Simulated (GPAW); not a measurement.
# A Rh chain with two Si atoms in line: relaxation, then transmission at several levels

How well does a Rh chain with two Si atoms in line conduct once its atoms have relaxed, and how much do cheaper levels lose?

Program: GPAW 26.7.0. Level of theory: GPAW LCAO, PAW setups; relaxation of the junction within the symmetry of its start, lead ends held, in the first sound run; inputs show where later runs differ. Results are calculated unless marked as measured.

Most raw output is cut from this account.

## (1) Set-up

The cell holds 18 atoms: 16 Rh and 2 Si. Its edges and angles: a = 9.000 Å, b = 9.000 Å, c = 41.132 Å, α = 90.0°, β = 90.0°, γ = 90.0°. Regions: left lead, 8 atoms (8 Rh); channel, 2 atoms (2 Si); right lead, 8 atoms (8 Rh). Vacuum lies along a and b. The structure is stacked along c, and the current runs across the ab planes.

## (2) Relaxing the atoms

Transmission follows bond lengths closely, so the atoms between the held lead ends are relaxed first, within whatever symmetry the start has.

Contents of run.py:

```python
import json
from ase import Atoms
from ase.constraints import FixAtoms
from ase.optimize import BFGS
from gpaw import GPAW, FermiDirac

device = Atoms(
    ['Rh', 'Rh', 'Rh', 'Rh', 'Rh', 'Rh', 'Rh', 'Rh', 'Si', 'Si', 'Rh', 'Rh', 'Rh', 'Rh', 'Rh', 'Rh', 'Rh', 'Rh'],
    positions=[
        [4.50000, 4.50000, 1.15000],
        [4.50000, 4.50000, 3.45000],
        [4.50000, 4.50000, 5.75000],
        [4.50000, 4.50000, 8.05000],
        [4.50000, 4.50000, 10.35000],
        [4.50000, 4.50000, 12.65000],
        [4.50000, 4.50000, 14.95000],
        [4.50000, 4.50000, 17.25000],
        [4.50000, 4.50000, 19.46580],
        [4.50000, 4.50000, 21.66580],
        [4.50000, 4.50000, 23.88160],
        [4.50000, 4.50000, 26.18160],
        [4.50000, 4.50000, 28.48160],
        [4.50000, 4.50000, 30.78160],
        [4.50000, 4.50000, 33.08160],
        [4.50000, 4.50000, 35.38160],
        [4.50000, 4.50000, 37.68160],
        [4.50000, 4.50000, 39.98160]],
    cell=[[9.0, 0.0, 0.0], [0.0, 9.0, 0.0], [0.0, 0.0, 41.1316]],
    pbc=True)

device.set_constraint(FixAtoms([0, 1, 2, 3, 4, 5, 6, 11, 12, 13, 14, 15, 16, 17]))
device.calc = GPAW(mode='lcao', basis='dzp', xc='PBE', h=0.18,
                   kpts={'size': (1, 1, 2), 'gamma': True},
                   symmetry={'tolerance': 1e-3, 'extra_ids': [1, 1, 1, 1, 1, 1, 1, 0, 0, 0, 0, 1, 1, 1, 1, 1, 1, 1]},
                   occupations=FermiDirac(0.1), maxiter=250,
                   mixer=dict(beta=0.1, nmaxold=8, weight=100.0),
                   convergence=dict(density=0.0001), txt='relax.txt')
path = []
opt = BFGS(device, maxstep=0.15)
opt.attach(lambda: path.append((device.get_potential_energy(), device.positions.tolist(), device.get_forces().tolist())))
relaxed = bool(opt.run(fmax=0.05, steps=50))
json.dump(dict(relaxed=relaxed, path=path, positions=device.positions.tolist(), moments=device.get_magnetic_moments().tolist(),
               forces=device.get_forces(apply_constraint=False).tolist()), open('result.json', 'w'))
```

Run with:

```bash
> OMP_NUM_THREADS=1 OPENBLAS_NUM_THREADS=1 python run.py
```

Run time: 14 min. Hardware: 1 thread of Arm Neoverse V1, shared host; peak memory 2.1 GiB.

Relaxation path:

```csv
step,energy less that of the first step (eV),largest force (eV/Å)
1,0.0000,0.5282
2,-0.0084,0.2830
3,-0.0121,0.0081
```

The atoms that moved most (Å):

```csv
atom,dx,dy,dz,length
Si10,0.000,0.000,0.016,0.016
Si9,0.000,0.000,-0.016,0.016
Rh8,0.000,0.000,0.010,0.010
Rh11,0.000,0.000,-0.010,0.010
```

The relaxation lowered the energy of the cell by 0.0121 eV (energies extrapolated to zero smearing; the optimiser's log prints free energies). The largest force left on a free atom is 0.0081 eV/Å.

## (3) GPAW, dzp

The script solves lead and junction separately, takes H and S in the orbital basis, and joins semi-infinite leads through their self-energies; the dzp basis is the working standard.

This step: GPAW LCAO, PAW setups; Landauer transmission from Green's functions with principal layers (ASE), zero bias (GPAW 26.7.0).

Contents of run.py:

```python
import json
import numpy as np
from ase import Atoms
from ase.transport.calculators import TransportCalculator
from gpaw import GPAW, FermiDirac
from gpaw.lcao.tools import get_lcao_hamiltonian
from scipy.linalg import eigh

# The junction with lead layers at both ends, along the third cell vector
device = Atoms(
    ['Rh', 'Rh', 'Rh', 'Rh', 'Rh', 'Rh', 'Rh', 'Rh', 'Si', 'Si', 'Rh', 'Rh', 'Rh', 'Rh', 'Rh', 'Rh', 'Rh', 'Rh'],
    positions=[
        [4.50000, 4.50000, 1.15000],
        [4.50000, 4.50000, 3.45000],
        [4.50000, 4.50000, 5.75000],
        [4.50000, 4.50000, 8.05000],
        [4.50000, 4.50000, 10.35000],
        [4.50000, 4.50000, 12.65000],
        [4.50000, 4.50000, 14.95000],
        [4.50000, 4.50000, 17.25958],
        [4.50000, 4.50000, 19.44946],
        [4.50000, 4.50000, 21.68214],
        [4.50000, 4.50000, 23.87202],
        [4.50000, 4.50000, 26.18160],
        [4.50000, 4.50000, 28.48160],
        [4.50000, 4.50000, 30.78160],
        [4.50000, 4.50000, 33.08160],
        [4.50000, 4.50000, 35.38160],
        [4.50000, 4.50000, 37.68160],
        [4.50000, 4.50000, 39.98160]],
    cell=[[9.0, 0.0, 0.0], [0.0, 9.0, 0.0], [0.0, 0.0, 41.1316]],
    pbc=True)

# One principal layer of the lead: the first 5 atoms of the device
lead = Atoms(
    ['Rh', 'Rh', 'Rh', 'Rh', 'Rh'],
    positions=[
        [4.50000, 4.50000, 1.15000],
        [4.50000, 4.50000, 3.45000],
        [4.50000, 4.50000, 5.75000],
        [4.50000, 4.50000, 8.05000],
        [4.50000, 4.50000, 10.35000]],
    cell=[[9.0, 0.0, 0.0], [0.0, 9.0, 0.0], [0.0, 0.0, 11.5]],
    pbc=True)

settings = dict(mode='lcao', basis='dzp', xc='PBE', h=0.2,
                occupations=FermiDirac(0.1), maxiter=250,
                mixer=dict(beta=0.1, nmaxold=8, weight=100.0),
                convergence=dict(density=0.0001))
energies = np.arange(-2, 2 + 1e-9, 0.025)
eta = 0.0001
n1, n2 = 1, 1
# k and -k transmit alike, so half of the mesh across the current serves
mesh = [(i, j) for i in range(n1) for j in range(n2) if (i, j) <= (-i % n1, -j % n2)]
weights = np.array([1 if (i, j) == (-i % n1, -j % n2) else 2 for i, j in mesh]) / (n1 * n2)

# [... helper functions left out ...]
fermi_lead = ground_state(lead, (1, 1, 10), 'lead.txt')
fermi_device = ground_state(device, (1, 1, 2), 'device.txt')
# [... loop over the mesh left out, but for ...]
        # Shift the lead onto the potential of the device's first layer
        shift = ((H[:, 0, 0] - H0[:, 0, 0]) / S0[0, 0]).real.mean()
# [...]
kT = 8.617333e-5 * 300
bias = [0.1, 0.2, 0.5, 1.0, 1.5, 2.0]
# [... integrals and printing left out ...]
```

The job ended after 4.9 min (1 thread; peak memory 1.6 GiB).

This step gave:

```
conductance                                    : 2.508 G₀
largest coupling past the next principal layer : 2.07e-4 eV
largest misfit of the first principal layer    : 0.08537 eV
shift that aligns the lead                     : -1.27e-4 eV
basis functions of the junction                : 458
basis functions of a principal layer           : 135
transmission at the Fermi level (one spin)     : 2.511
```

One spin. Table of transmission, zone mean by energy, zero at the Fermi level:

energy (eV), transmission, zone mean and a bar from the least value:
```
   -2.000       1.03 ##########
   -1.900       1.05 ##########
   -1.800       1.08 ###########
   -1.700       1.12 ###########
   -1.600       1.15 ############
   -1.500       1.20 ############
   -1.400       1.24 #############
   -1.300       1.30 #############
   -1.200       1.35 ##############
   -1.100       1.42 ###############
   -1.000       1.50 ################
   -0.900       1.52 ################
   -0.800       1.58 #################
   -0.700       1.68 ##################
   -0.600       1.81 ####################
   -0.500       1.95 ######################
   -0.400       2.09 ########################
   -0.300       2.23 #########################
   -0.200       2.35 ###########################
   -0.100       2.44 ############################
    0.000       2.51 #############################
    0.100       2.55 ##############################
    0.200       2.57 ##############################
    0.300       2.58 ##############################
    0.400       2.56 ##############################
    0.500       2.51 #############################
    0.600       2.39 ############################
    0.700       2.18 #########################
    0.800       1.87 #####################
    0.900       1.43 ###############
    1.000       0.86 ########
    1.100       0.29 
    1.200       0.28 
    1.300       0.27 
    1.400       0.27 
    1.500       0.26 
    1.600       0.26 
    1.700       0.26 
    1.800       0.27 
    1.900       0.27 
    2.000       0.28
```

Not self-consistent under bias; the bias window is split evenly. Current through one cell, from the zero-bias transmission against bias:

```csv
bias (V),"current through one cell, from the zero-bias transmission (μA)"
0.100,19.4
0.200,38.8
0.500,96.1
1.000,187
1.500,266
2.000,325
```

Table of transmission of the three most open eigenchannels by energy, zero at the Fermi level:

```csv
energy (eV),channel 1,channel 2,channel 3
-2.000,0.952,0.0403,0.0403
-1.900,0.947,0.0531,0.0531
-1.800,0.944,0.0689,0.0689
-1.700,0.942,0.0868,0.0868
-1.600,0.942,0.106,0.106
-1.500,0.943,0.126,0.126
-1.400,0.946,0.148,0.148
-1.300,0.949,0.173,0.173
-1.200,0.951,0.202,0.202
-1.100,0.949,0.238,0.238
-1.000,0.937,0.280,0.280
-0.900,0.858,0.328,0.328
-0.800,0.817,0.383,0.383
-0.700,0.796,0.444,0.444
-0.600,0.789,0.510,0.510
-0.500,0.786,0.581,0.581
-0.400,0.780,0.655,0.655
-0.300,0.771,0.728,0.728
-0.200,0.796,0.796,0.756
-0.100,0.855,0.855,0.734
0.000,0.903,0.903,0.705
0.100,0.941,0.941,0.669
0.200,0.970,0.970,0.632
0.300,0.990,0.990,0.597
0.400,0.998,0.998,0.567
0.500,0.986,0.986,0.538
0.600,0.942,0.942,0.505
0.700,0.857,0.857,0.467
0.800,0.724,0.724,0.425
0.900,0.538,0.538,0.358
1.000,0.306,0.280,0.280
1.100,0.287,1.4e-8,1.4e-8
1.200,0.276,3.0e-9,4.6e-11
1.300,0.268,3.1e-9,2.8e-12
1.400,0.275,3.1e-9,1.6e-12
1.500,0.262,3.2e-9,1.6e-12
1.600,0.262,3.2e-9,1.6e-12
1.700,0.264,3.2e-9,1.5e-12
1.800,0.267,3.2e-9,1.5e-12
1.900,0.271,3.2e-9,1.4e-12
2.000,0.276,3.3e-9,1.3e-12
```

Couplings past the next layer reach 2.1e-4 eV, small enough to drop; the matrix elements of the cell's first layer differ from the bulk lead's by up to 0.085 eV. That layer keeps its own values in the calculation, and only beyond it is the lead taken as perfect. The Fermi levels of lead and junction count from different zeros of potential, one for each periodic cell; with both set to zero, the small remaining shift is what aligns them. By hand: G = 2.508 × 77.48 μS = 194 μS, a resistance of 5.15 kΩ; at 0.1 V a linear junction would pass 19.4 μA, and the integral over the bias window gives 19.4 μA.

## (4) GPAW, szp: basis = "szp(dzp)"

One radial function a shell plus polarisation makes the matrices smaller; the question is what that costs.

run.py, as its differences from that of step 3:

```diff
@@ -45,3 +45,3 @@
 
-settings = dict(mode='lcao', basis='dzp', xc='PBE', h=0.2,
+settings = dict(mode='lcao', basis='szp(dzp)', xc='PBE', h=0.2,
                 occupations=FermiDirac(0.1), maxiter=250,
```

Run time: 3 min. Hardware: 1 thread; peak memory 1.5 GiB.

Numbers from this step:

```
conductance                                    : 2.529 G₀
largest coupling past the next principal layer : 2.08e-4 eV
largest misfit of the first principal layer    : 0.08463 eV
shift that aligns the lead                     : 1.80e-4 eV
basis functions of the junction                : 258
basis functions of a principal layer           : 75
transmission at the Fermi level (one spin)     : 2.532
```

One spin. The transmission, zone mean by energy, zero at the Fermi level:

```csv
energy (eV),"transmission, zone mean"
-2.000,1.03
-1.900,1.05
-1.800,1.07
-1.700,1.10
-1.600,1.13
-1.500,1.17
-1.400,1.22
-1.300,1.27
-1.200,1.33
-1.100,1.40
-1.000,1.48
-0.900,1.52
-0.800,1.60
-0.700,1.70
-0.600,1.84
-0.500,1.98
-0.400,2.13
-0.300,2.26
-0.200,2.38
-0.100,2.47
0.000,2.53
0.100,2.56
0.200,2.58
0.225,2.58
0.300,2.58
0.400,2.55
0.500,2.49
0.600,2.37
0.700,2.15
0.800,1.83
0.900,1.36
1.000,0.770
1.100,0.258
1.200,0.250
1.300,0.245
1.400,0.242
1.500,0.242
1.600,0.243
1.700,0.246
1.800,0.251
1.900,0.256
2.000,0.262
```

Not self-consistent under bias; the bias window is split evenly. The current through one cell, from the zero-bias transmission by bias:

```csv
bias (V),"current through one cell, from the zero-bias transmission (μA)"
0.100,19.6
0.200,39.1
0.500,96.9
1.000,188
1.500,267
2.000,325
```

The transmission of the three most open eigenchannels by energy, zero at the Fermi level:

```csv
energy (eV),channel 1,channel 2,channel 3
-2.000,0.960,0.0343,0.0343
-1.800,0.952,0.0585,0.0585
-1.600,0.951,0.0911,0.0911
-1.400,0.955,0.131,0.131
-1.200,0.960,0.185,0.185
-1.000,0.951,0.263,0.263
-0.800,0.855,0.371,0.371
-0.600,0.821,0.507,0.507
-0.400,0.802,0.662,0.662
-0.200,0.808,0.808,0.765
0.000,0.913,0.913,0.707
0.200,0.975,0.975,0.627
0.400,0.998,0.998,0.558
0.600,0.939,0.939,0.489
0.800,0.719,0.719,0.396
1.000,0.273,0.248,0.248
1.200,0.250,2.6e-10,2.8e-11
1.400,0.242,2.6e-10,0
1.600,0.243,2.6e-10,0
1.800,0.251,2.5e-10,0
2.000,0.262,2.4e-10,0
```

The conductance, 2.53 G₀, lies 0.8 % above that of the dzp run.

## (5) Minimal basis

The minimal basis is the cheapest rung: no second zeta and no polarisation.

run.py, as its differences from that of step 4:

```diff
@@ -45,3 +45,3 @@
 
-settings = dict(mode='lcao', basis='szp(dzp)', xc='PBE', h=0.2,
+settings = dict(mode='lcao', basis='sz(dzp)', xc='PBE', h=0.2,
                 occupations=FermiDirac(0.1), maxiter=250,
```

Wall time 2 min (1 thread); peak memory 1.4 GiB.

Numbers from this step:

```
conductance                                    : 2.461 G₀
largest coupling past the next principal layer : 2.07e-4 eV
largest misfit of the first principal layer    : 0.03603 eV
shift that aligns the lead                     : -9.58e-4 eV
basis functions of the junction                : 200
basis functions of a principal layer           : 60
transmission at the Fermi level (one spin)     : 2.463
```

The conductance, 2.46 G₀, lies 1.9 % below that of the dzp run.

## (6) RPBE in the dzp basis: xc = "RPBE"

Back in the dzp basis, the functional changes from PBE to RPBE, to set the spread between functionals beside that between bases.

run.py, as its differences from that of step 5:

```diff
@@ -45,3 +45,3 @@
 
-settings = dict(mode='lcao', basis='sz(dzp)', xc='PBE', h=0.2,
+settings = dict(mode='lcao', basis='dzp', xc='RPBE', h=0.2,
                 occupations=FermiDirac(0.1), maxiter=250,
```

Wall time 5.2 min (1 thread); peak memory 1.6 GiB.

Numbers from this step:

| Item | Value |
| --- | --- |
| conductance | 2.512 G₀ |
| largest coupling past the next principal layer | 2.03e-4 eV |
| largest misfit of the first principal layer | 0.08637 eV |
| shift that aligns the lead | 6.50e-4 eV |
| basis functions of the junction | 458 |
| basis functions of a principal layer | 135 |
| transmission at the Fermi level (one spin) | 2.514 |

One spin. Table of transmission, zone mean by energy, zero at the Fermi level:

```csv
energy (eV),"transmission, zone mean"
-2.000,1.04
-1.800,1.09
-1.600,1.16
-1.400,1.25
-1.200,1.36
-1.000,1.51
-0.800,1.60
-0.600,1.81
-0.400,2.09
-0.200,2.35
0.000,2.51
0.200,2.58
0.275,2.58
0.400,2.56
0.600,2.37
0.800,1.83
1.000,0.790
1.200,0.270
1.400,0.258
1.600,0.255
1.800,0.259
2.000,0.268
```

The conductance equals that of the dzp run to 0.2 %.

## (7) The structure as built: geometry = "as built"

The dzp basis with PBE on the structure as first built shows what the relaxation was worth.

run.py, as its differences from that of step 6:

```diff
@@ -19,6 +19,6 @@
         [4.50000, 4.50000, 14.95000],
-        [4.50000, 4.50000, 17.25958],
-        [4.50000, 4.50000, 19.44946],
-        [4.50000, 4.50000, 21.68214],
-        [4.50000, 4.50000, 23.87202],
+        [4.50000, 4.50000, 17.25000],
+        [4.50000, 4.50000, 19.46580],
+        [4.50000, 4.50000, 21.66580],
+        [4.50000, 4.50000, 23.88160],
         [4.50000, 4.50000, 26.18160],
@@ -45,3 +45,3 @@
 
-settings = dict(mode='lcao', basis='dzp', xc='RPBE', h=0.2,
+settings = dict(mode='lcao', basis='dzp', xc='PBE', h=0.2,
                 occupations=FermiDirac(0.1), maxiter=250,
```

Wall time 5.2 min (1 thread); peak memory 1.6 GiB.

Numbers from this step:

| Item | Value |
| --- | --- |
| conductance | 2.568 G₀ |
| largest coupling past the next principal layer | 2.07e-4 eV |
| largest misfit of the first principal layer | 0.07080 eV |
| shift that aligns the lead | -5.50e-4 eV |
| transmission at the Fermi level (one spin) | 2.571 |

The conductance, 2.57 G₀, lies 2.4 % above that of the dzp run.

## (8) All levels side by side

Times are for 1 thread of Arm Neoverse V1, shared host. Results by setting:

```csv
no.,run,conductance (G₀),time,memory (GiB)
1,dzp,2.508,4.9 min,1.6
2,szp,2.529,3 min,1.5
3,sz,2.461,2 min,1.4
4,dzp RPBE,2.512,5.2 min,1.6
5,asbuilt,2.568,5.2 min,1.6
```

## (9) Comparison

The curves are compared point by point over the common energies.

This step: comparison of transmission and cost over codes, levels and geometry (GPAW 26.7.0).

Ladder, by row:

```csv
step,code,T at the Fermi level (sum over the listed spins),conductance (G0),r.m.s. T(E) from the first,wall time (s),peak memory (GiB),threads
dzp,GPAW,2.511,2.508,0,294.9,1.58,1
szp,GPAW,2.532,2.529,0.03021,178.4,1.51,1
sz,GPAW,2.463,2.461,0.2044,122.4,1.44,1
dzp-RPBE,GPAW,2.514,2.512,0.01904,310.5,1.58,1
asbuilt,GPAW,2.571,2.568,0.04885,311.8,1.59,1
```

The transmission, zone mean, sum over the listed spins by energy, zero at the Fermi level:

```csv
energy (eV),dzp,szp,sz,dzp-RPBE,asbuilt
-2.000,1.03,1.03,1.06,1.04,1.03
-1.800,1.08,1.07,1.16,1.09,1.07
-1.600,1.15,1.13,1.28,1.16,1.13
-1.400,1.24,1.22,1.42,1.25,1.23
-1.200,1.35,1.33,1.58,1.36,1.35
-1.000,1.50,1.48,1.71,1.51,1.50
-0.800,1.58,1.60,1.86,1.60,1.60
-0.600,1.81,1.84,2.06,1.81,1.88
-0.400,2.09,2.13,2.25,2.09,2.18
-0.200,2.35,2.38,2.40,2.35,2.43
0.000,2.51,2.53,2.46,2.51,2.57
0.200,2.57,2.58,2.47,2.58,2.60
0.225,2.58,2.58,2.47,2.58,2.60
0.275,2.58,2.58,2.47,2.58,2.59
0.300,2.58,2.58,2.47,2.58,2.58
0.400,2.56,2.55,2.48,2.56,2.54
0.600,2.39,2.37,2.46,2.37,2.31
0.800,1.87,1.83,2.31,1.83,1.77
1.000,0.865,0.770,1.50,0.790,0.813
1.200,0.276,0.250,0.250,0.270,0.263
1.400,0.275,0.242,0.249,0.258,0.266
1.600,0.262,0.243,0.254,0.255,0.249
1.800,0.267,0.251,0.264,0.259,0.253
2.000,0.276,0.262,0.276,0.268,0.262
```

## (10) A varied run

One more run, with changed settings.

This step: GPAW LCAO, PAW setups; Landauer transmission from Green's functions with principal layers (ASE), zero bias (GPAW 26.7.0).

run.py, as its differences from that of step 7:

```diff
@@ -19,6 +19,6 @@
         [4.50000, 4.50000, 14.95000],
-        [4.50000, 4.50000, 17.25000],
-        [4.50000, 4.50000, 19.46580],
-        [4.50000, 4.50000, 21.66580],
-        [4.50000, 4.50000, 23.88160],
+        [4.50000, 4.50000, 17.25958],
+        [4.50000, 4.50000, 19.44946],
+        [4.50000, 4.50000, 21.68214],
+        [4.50000, 4.50000, 23.87202],
         [4.50000, 4.50000, 26.18160],
@@ -46,3 +46,3 @@
 settings = dict(mode='lcao', basis='dzp', xc='PBE', h=0.2,
-                occupations=FermiDirac(0.1), maxiter=250,
+                occupations=FermiDirac(0.1), maxiter=5,
                 mixer=dict(beta=0.1, nmaxold=8, weight=100.0),
```

Wall time 14 s (1 thread); peak memory 0.49 GiB.

The run stopped without converging, so none of its numbers is a property of the system.

The fault put into the input: too few SCF iterations (maxiter = 5).

## (11) Results

```yaml
conductance: 2.51 G₀
transmission_at_the_fermi_level_mean_of_the_spins: 2.51
```

In words: In the dzp basis the junction conducts 2.51 G₀ at 300 K, with T = 2.51 a spin at the Fermi level; the sz basis reaches that conductance within 10 %. Relaxation moved atoms by up to 0.016 Å and took the conductance from 2.57 to 2.51 G₀, as a ratio about as much as the step from dzp to the minimal basis. At the Fermi level the three most open eigenchannels pass 0.90, 0.90 and 0.71. Measured against the first run (dzp), the nearest curve is that of dzp-RPBE (r.m.s. 0.019) and the farthest that of sz (0.20). Over the compared runs wall time goes from 122 s (sz) to 312 s (asbuilt), on a shared host. The leads kept an estimated spacing and the cell its length, so the junction may be under some tension or compression. The geometry comes from the orbital basis, which tends to overbind, and kept the symmetry of the start, so a structure of lower symmetry may lie lower. The run had no spin polarisation, so a magnetic state, which chains and small molecules with open shells often have, wasn't tested. An evenly spaced straight chain is an idealisation: free chains tend to dimerise, zigzag or, where a band edge lies near the Fermi level, turn magnetic. The currents use the zero-bias T(E) throughout, which holds only while the bias is small against the distance to the nearest feature. The thermopower isn't quoted: it samples T(E) farther from the Fermi level than the conductance does, and the energy grid wasn't tested for it.

[Logs are printed without paths, hosts, clocks, repeated set-up lines and the standing remarks that a program may print on its own settings, such as how far it seeks lower states.]

[Hosts, paths, dates, database ids (printed as entryN), source tags and the programs' standing remarks are cut or masked in the printed files.]
